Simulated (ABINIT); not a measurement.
# Quasiparticle gap of CdS (Hawleyite) in ABINIT

How does a plane-wave GW calculation on CdS (Hawleyite) run from the first input to the gap?

Calculated with ABINIT 10.8.3; PBE and many-body steps on it, plane waves.

**What was measured.**

- Gap 2.42 eV: optical gap from inflexion point of photoacoustic spectrum, as-grown film; photoacoustic spectroscopy; film (as-grown chemical bath deposited film, about 0.25 um thick, deposited at 80 C) (“Study of the band--gap shift in CdS films: Influence of thermal annealing in different atmospheres”, 1995, arxiv:cond-mat/9501125).

Most raw output is cut from this account.

### Step 1. The starting structure

It takes space group F-43m (No. 216, cubic). Conventional cell: a = 5.833 Å, b = 5.833 Å, c = 5.833 Å, α = 90.00°, β = 90.00°, γ = 90.00°. Nearest to Cd lie 4 S at 2.53 Å. Nearest to S lie 4 Cd at 2.53 Å. Farther neighbours and most contacts between anions are not listed.

The cell and positions come from the Crystallography Open Database and are kept as given unless a step says otherwise.

### Step 2. Ground state

This step: ABINIT 10.8.3; DFT, PBE with spin-orbit coupling, plane waves, norm-conserving pseudopotentials.

The ground-state density comes first.

Input file run.abi:

```
acell 3*1.0 Angstrom
rprim 
  -0.000000000000 2.916500000000 2.916500000000
  2.916500000000 -0.000000000000 2.916500000000
  2.916500000000 2.916500000000 -0.000000000000
ntypat 2
znucl 48 16
natom 2
typat 1 2
xred 
  0.000000000000 0.000000000000 0.000000000000
  0.250000000000 0.250000000000 0.250000000000
pp_dirpath "pseudos"
pseudos "Cd.upf, S.upf"
ecut 47
nspinor 2
ngkpt 6 6 6
nshiftk 1
shiftk 0 0 0
kptopt 1
chksymbreak 0
nband 36
occopt 1
tolvrs 1e-10
nstep 60
prtwf 0
optforces 0
optstress 0
indata_prefix "in"
outdata_prefix "out"
tmpdata_prefix "tmp"
```

Run with:

```bash
$ OMP_NUM_THREADS=1 mpirun -n 4 abinit run.abi > log
```

It took 88 s on 4 MPI ranks of Arm Neoverse V2, shared host; peak memory 0.45 GiB; 5.9 min of CPU time.

This step gave:

- total energy: -5071.9385 eV
- gap: 1.129 eV
- k of the valence top: 0, 0, 0
- k of the conduction bottom: 0, 0, 0
- least direct gap: 1.129 eV

The gap is direct, at Γ.

### Step 3. Bands along the symmetry lines

The cheap functional maps the bands first; the places of the edges decide which points the dearer methods must see.

Input file run.abi:

```
acell 3*1.0 Angstrom
rprim 
  -0.000000000000 2.916500000000 2.916500000000
  2.916500000000 -0.000000000000 2.916500000000
  2.916500000000 2.916500000000 -0.000000000000
ntypat 2
znucl 48 16
natom 2
typat 1 2
xred 
  0.000000000000 0.000000000000 0.000000000000
  0.250000000000 0.250000000000 0.250000000000
pp_dirpath "pseudos"
pseudos "Cd.upf, S.upf"
ecut 47
nspinor 2
iscf -2
irdden 1
kptopt 0
nkpt 26
kpt 
  0.00000000 0.00000000 0.00000000
  -0.12500000 -0.12500000 0.00000000
  -0.25000000 -0.25000000 0.00000000
  -0.37500000 -0.37500000 0.00000000
  -0.50000000 -0.50000000 0.00000000
  -0.46875000 -0.46875000 0.06250000
  -0.43750000 -0.43750000 0.12500000
  -0.40625000 -0.40625000 0.18750000
  -0.37500000 -0.37500000 0.25000000
  -0.37500000 0.00000000 0.37500000
  -0.28125000 0.00000000 0.28125000
  -0.18750000 0.00000000 0.18750000
  -0.09375000 0.00000000 0.09375000
  0.00000000 0.00000000 0.00000000
  0.00000000 0.00000000 0.12500000
  0.00000000 0.00000000 0.25000000
  0.00000000 0.00000000 0.37500000
  0.00000000 0.00000000 0.50000000
  -0.12500000 -0.06250000 0.43750000
  -0.25000000 -0.12500000 0.37500000
  -0.37500000 -0.18750000 0.31250000
  -0.50000000 -0.25000000 0.25000000
  -0.50000000 -0.31250000 0.18750000
  -0.50000000 -0.37500000 0.12500000
  -0.50000000 -0.43750000 0.06250000
  -0.50000000 -0.50000000 0.00000000
istwfk *1
nband 42
nbdbuf 6
tolwfr 1e-08
nstep 40
prtwf 0
prtvol 0
indata_prefix "in"
outdata_prefix "out"
tmpdata_prefix "tmp"
```

Run time: 77 s. Hardware: 4 MPI ranks; peak memory 0.47 GiB; 5.1 min of CPU time.

Numbers from this step:

| Item | Value |
| --- | --- |
| gap | 1.129 eV |
| k of the valence top | 0, 0, 0 |
| k of the conduction bottom | 0, 0, 0 |
| least direct gap | 1.129 eV |

The gap is 1.129 eV, as in the run before at this level.

The electronic bands at the labelled points (eV, zero at the top of the highest filled band):

| point | band 23 | band 24 | band 25 | band 26 | band 27 | band 28 | band 29 | band 30 |
| --- | --- | --- | --- | --- | --- | --- | --- | --- |
| Γ | 0.00 | 0.00 | 0.00 | 0.00 | 1.13 | 1.13 | 6.23 | 6.23 |
| halfway | -1.05 | -1.05 | -1.03 | -1.03 | 3.58 | 3.58 | 4.80 | 4.80 |
| X | -1.90 | -1.90 | -1.88 | -1.88 | 3.54 | 3.54 | 4.34 | 4.34 |
| halfway | -2.19 | -2.14 | -1.81 | -1.80 | 3.82 | 3.84 | 4.64 | 4.64 |
| U | -2.57 | -2.52 | -1.55 | -1.53 | 4.22 | 4.23 | 5.42 | 5.44 |
| jump to K | -2.57 | -2.52 | -1.55 | -1.53 | 4.22 | 4.23 | 5.42 | 5.44 |
| halfway | -1.39 | -1.36 | -0.45 | -0.43 | 3.58 | 3.59 | 6.04 | 6.10 |
| Γ | 0.00 | 0.00 | 0.00 | 0.00 | 1.13 | 1.13 | 6.23 | 6.23 |
| halfway | -0.43 | -0.43 | -0.41 | -0.38 | 2.76 | 2.76 | 6.24 | 6.24 |
| L | -0.79 | -0.79 | -0.75 | -0.75 | 3.00 | 3.00 | 6.89 | 6.89 |
| halfway | -1.97 | -1.92 | -1.26 | -1.21 | 4.35 | 4.37 | 5.77 | 5.82 |
| W | -2.33 | -2.24 | -2.21 | -2.18 | 5.39 | 5.40 | 5.43 | 5.43 |
| halfway | -2.13 | -2.07 | -2.06 | -2.03 | 4.23 | 4.26 | 4.81 | 4.82 |
| X | -1.90 | -1.90 | -1.88 | -1.88 | 3.54 | 3.54 | 4.34 | 4.34 |

### Step 4. Empty states on the mesh, 4×4×4 mesh, 102 bands

The sums over transitions need many empty states on a uniform mesh; this step solves for them.

Input file run.abi:

```
acell 3*1.0 Angstrom
rprim 
  -0.000000000000 2.916500000000 2.916500000000
  2.916500000000 -0.000000000000 2.916500000000
  2.916500000000 2.916500000000 -0.000000000000
ntypat 2
znucl 48 16
natom 2
typat 1 2
xred 
  0.000000000000 0.000000000000 0.000000000000
  0.250000000000 0.250000000000 0.250000000000
pp_dirpath "pseudos"
pseudos "Cd.upf, S.upf"
ecut 47
nspinor 2
ngkpt 4 4 4
nshiftk 1
shiftk 0 0 0
kptopt 1
chksymbreak 0
iscf -2
irdden 1
istwfk *1
nband 102
nbdbuf 8
tolwfr 1e-09
nstep 60
prtvol 0
indata_prefix "in"
outdata_prefix "out"
tmpdata_prefix "tmp"
```

Run time: 83 s. Hardware: 4 MPI ranks; peak memory 0.46 GiB.

This step gave:

- gap: 1.129 eV
- k of the valence top: 0, 0, 0
- k of the conduction bottom: 0, 0, 0
- least direct gap: 1.129 eV
- k points computed: 8
- lowest point of the top converged band, above the valence top: 38.46 eV

On this mesh the gap is 1.129 eV.

### Step 5. Screening, 4×4×4 mesh, 94 bands, screening to 98 eV

The RPA dielectric matrix is built and inverted for each q.

This step: RPA screening on PBE with spin-orbit coupling, plane waves, norm-conserving pseudopotentials.

run.abi, as its differences from that of step 4:

```diff
@@ -21,10 +21,11 @@
 chksymbreak 0
-iscf -2
-irdden 1
 istwfk *1
-nband 102
-nbdbuf 8
-tolwfr 1e-09
-nstep 60
-prtvol 0
+occopt 1
+irdwfk 1
+optdriver 3
+nband 94
+ecuteps 3.6
+inclvkb 0
+awtr 1
+symchi 1
 indata_prefix "in"
```

Elapsed: 77 s, on 4 MPI ranks; peak memory 1.9 GiB.

This step gave:

```yaml
eps_infinity_with_local_fields_on_this_mesh_along_the_program_s_q_direction: 11.87
the_same_without_local_fields: 12.69
plasma_frequency: 26.88 eV
plane_waves_in_the_screening_matrix: 113
```

Local fields lower ε∞ by 6 %. On a Γ-centred mesh this coarse the value itself is usually too large, while a short band sum pulls it down.

### Step 6. Self-energy, 4×4×4 mesh, 94 bands, screening to 98 eV

The self-energy is evaluated for the states that the input lists, and the levels follow from it, in one-shot runs by the linearised quasiparticle equation.

This step: G0W0 on PBE with spin-orbit coupling, plane waves, norm-conserving pseudopotentials.

run.abi, as its differences from that of step 5:

```diff
@@ -24,8 +24,15 @@
 irdwfk 1
-optdriver 3
+optdriver 4
 nband 94
+gwcalctyp 0
+ecutsigx 47
+symsigma 0
+nkptgw 1
+kptgw 
+  0.0000000000 0.0000000000 0.0000000000
+bdgw 
+  23 30
 ecuteps 3.6
-inclvkb 0
-awtr 1
-symchi 1
+irdscr 1
+ppmodel 1
 indata_prefix "in"
```

Elapsed: 40 s, on 4 MPI ranks; peak memory 1.7 GiB.

Numbers from this step:

```
G0W0 gap on the points computed              : 2.021 eV
starting gap on the mesh                     : 1.129 eV
k of the valence top                         : 0, 0, 0
k of the conduction bottom                   : 0, 0, 0
Z at the valence top                         : 0.786
Z at the conduction bottom                   : 0.817
least direct G0W0 gap on the computed points : 2.021 eV
```

The gap on the mesh goes from 1.13 eV to 2.02 eV, a correction of +0.89 eV.

Limits: finite bands, cutoff and mesh; screening head approximate; coarse k mesh. v1 is the top filled band, c1 the lowest empty one. Levels before and after the correction, in eV, zero at the valence-band top of each column:

|  | conduction bottom | valence top |
| --- | --- | --- |
| Kohn-Sham | 1.13 | 0.00 |
| G0W0 | 2.02 | 0.00 |

|  | level | energy (eV) |
| --- | --- | --- |
| Kohn-Sham | Γ v4-v1 | 0.000 |
| Kohn-Sham | Γ c1-c2 | 1.129 |
| Kohn-Sham | Γ c3-c4 | 6.227 |
| G0W0 | Γ v4-v1 | -0.001 |
| G0W0 | Γ c1-c2 | 2.021 |
| G0W0 | Γ c3-c4 | 7.432 |

### Step 7. Where the time went

Times are wall times on 4 MPI ranks of Arm Neoverse V2, shared host, good to a factor of about two.

| step | time | share | memory (GiB) |
| --- | --- | --- | --- |
| ground state | 88 s | 24 % | 0.45 |
| bands along the symmetry lines | 77 s | 21 % | 0.47 |
| empty states on the mesh | 83 s | 23 % | 0.46 |
| screening | 77 s | 21 % | 1.9 |
| self-energy | 40 s | 11 % | 1.7 |

### Step 8. Summary of results

```
PBE gap              : 1.13 eV, direct
G0W0 gap on the mesh : 2.02 eV
GW settings          : 4×4×4 mesh, 94 bands, screening to 98 eV, Godby-Needs plasmon pole
known limits         : not at the basis limit; screening head approximate; coarse k mesh
```

In words: G0W0 moves the gap on the mesh from 1.13 eV to 2.02 eV (+0.89 eV), with Z of 0.79 and 0.82 at the edges. Local fields lower the RPA ε∞ on this mesh from 12.69 to 11.87; a Γ-centred mesh this coarse tends to raise both, most where the direct gap is narrow, while a short band sum lowers them. Only 1 of the mesh's irreducible points was corrected, so a valley elsewhere could overtake. Against experiment, by G0W0@PBE: the gap of 2.02 eV lies −0.40 eV from the measured 2.42 eV (optical, 1995). An exciton line or allowed optical edge lies below the quasiparticle gap by the binding energy; a forbidden edge can push the onset above it. The calculation has static nuclei and no excitons; a measured gap holds zero-point and thermal motion, which mostly lowers it. Against the values above the computed gap that would widen the miss. A likelier cause is too strong a screening: the start's gap is only 1.13 eV, the mesh is coarse, and one shot does not repair that. Bands and cutoff are finite, so the gap is not at the basis limit. The miss can reach some tenths of an eV and take either sign; the mesh is an error of its own. In the G0W0 run levels were corrected at 1 k point alone, so a gap called «on the mesh» is the least over those, and an edge elsewhere would be missed. The 4×4×4 mesh is coarse for this cell, which bears on the long-range parts of exchange and screening. The long-wavelength limit of the screening leaves out the non-local commutator, which shifts ε∞.

[Paths, hosts, dates, memory and timing lines, banners, echoed tables and standing remarks are left out of the program output.]

[Logs are printed without paths, hosts, clocks, repeated set-up lines and the standing remarks that a program may print on its own settings, such as how far it seeks lower states.]

[Runs of the session that timed out or met a known fault of the program may be left out.]

[No measured gap is set beside runs whose start may be inverted or whose files or cutoffs have a known fault.]

[Hosts, paths, dates, database ids (printed as entryN), source tags and the programs' standing remarks are cut or masked in the printed files.]

[G0W0 gaps are taken among the corrected bands and points alone; a level outside them can change the order at an edge.]

[Where Ansatz stands beside ABINIT at settings called matched, ABINIT's density can come from a denser mesh and the files from another edition; pairs whose starting gaps differed by over 0.03 eV were left out, so agreement reads better than it is.]
